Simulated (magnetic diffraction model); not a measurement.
**Magnetic neutron pattern of Yb2Cu12P7**

Space group P-6 (no. 174), a = 9.4000 Å, c = 3.7220 Å.

```csv
site,atom,x,y,z
1a,Yb,0,0,0
1d,Yb,1/3,2/3,1/2
3k,Cu,0.2512,0.3044,1/2
3j,Cu,0.3831,0.2151,0
3k,Cu,0.5781,0.4530,1/2
3j,Cu,0.5954,0.7057,0
1e,P,2/3,1/3,0
3j,P,0.3670,0.4341,0
3k,P,0.2309,0.0310,1/2
```

This is a made-up structure (elements placed in a structure type, unrelaxed), so the numbers test the method and describe no known phase.

Only Yb is taken to order (form factors of Yb3+); orders and moment sizes are assumed, and not adapted to the symmetry. Radiation: neutrons of λ = 1.909 Å, 8° to 45°; isotropic B of 0.39 Å² (Yb), 0.59 Å² (Cu) and 0.86 Å² (P). Simulated constant-wavelength pattern: nuclear and magnetic terms add, the magnetic one as |2.695 fm × Σ f S⊥ exp(2πi Q·r) exp(−B s²)|², summed over all Q at one angle with the factor 1/(sin²θ cos θ). For collinear order S is the moment m, which repeats by lattice and centring translations R with the sign exp(−2πi k·R). Free-ion form factors, Sears's scattering lengths of 1992, no absorption; a label names one of the reflections at its angle. The strongest nuclear line in the range is 100, and lines under 0.2 are left out.

Assume the order k = (0 1/2 0), collinear moments along [101], 3.1 μB on Yb; signs + at (0, 0, 0), + at (1/3, 2/3, 1/2).

Q: Where does magnetic intensity appear, and how strong is it?

| 2θ (°) | index | nuclear | magnetic |
| --- | --- | --- | --- |
| 11.66 | (1 -1/2 0) | 0.0 | 15.8 |
| 13.47 | (1 0 0) | 0.3 | 0.0 |
| 17.85 | (1 1/2 0) | 0.0 | 15.4 |
| 20.26 | (0 3/2 0) | 0.0 | 37.8 |
| 23.43 | (1 1 0) | 15.3 | 0.0 |
| 24.41 | (2 -1/2 0) | 0.0 | 2.6 |
| 27.12 | (2 0 0) | 4.4 | 0.0 |
| 29.61 | (1 3/2 0) | 0.0 | 7.3 |
| 29.72 | (0 0 1) | 1.8 | 0.0 |
| 30.50 | (0 1/2 1) | 0.0 | 20.9 |
| 31.17 | (2 1/2 0) | 0.0 | 15.4 |
| 32.76 | (1 0 1) | 19.5 | 0.0 |
| 34.09 | (0 5/2 0) | 0.0 | 3.1 |
| 34.88 | (1 1/2 1) | 0.0 | 28.7 |
| 35.47 | (3 -3/2 0) | 0.0 | 1.6 |
| 36.15 | (2 1 0) | 40.0 | 0.0 |
| 38.10 | (3 -1/2 0) | 0.0 | 1.2 |
| 38.19 | (1 1 1) | 11.9 | 0.0 |
| 38.82 | (2 -1/2 1) | 0.0 | 16.9 |
| 40.67 | (2 0 1) | 29.6 | 0.0 |
| 41.19 | (3 0 0) | 100.0 | 0.0 |
| 41.78 | (2 3/2 0) | 0.0 | 2.9 |
| 42.45 | (1 3/2 1) | 0.0 | 20.1 |
| 42.95 | (1 5/2 0) | 0.0 | 14.1 |

The strongest magnetic line in the range is (0 3/2 0) at 20.26° (37.8). Below the range, at 6.72°, lies the magnetic line (0 1/2 0) with 89. On top of the Lorentz factor, which all lines share, magnetic lines fade with angle because f falls: for Yb3+ it is 0.97, 0.88, 0.76 and 0.51 at sin θ/λ = 0.1, 0.2, 0.3 and 0.5 Å⁻¹, while nuclear lengths stay constant. The order has no net moment.

[Logs are printed without paths, hosts, clocks, repeated set-up lines and the standing remarks that a program may print on its own settings, such as how far it seeks lower states.]
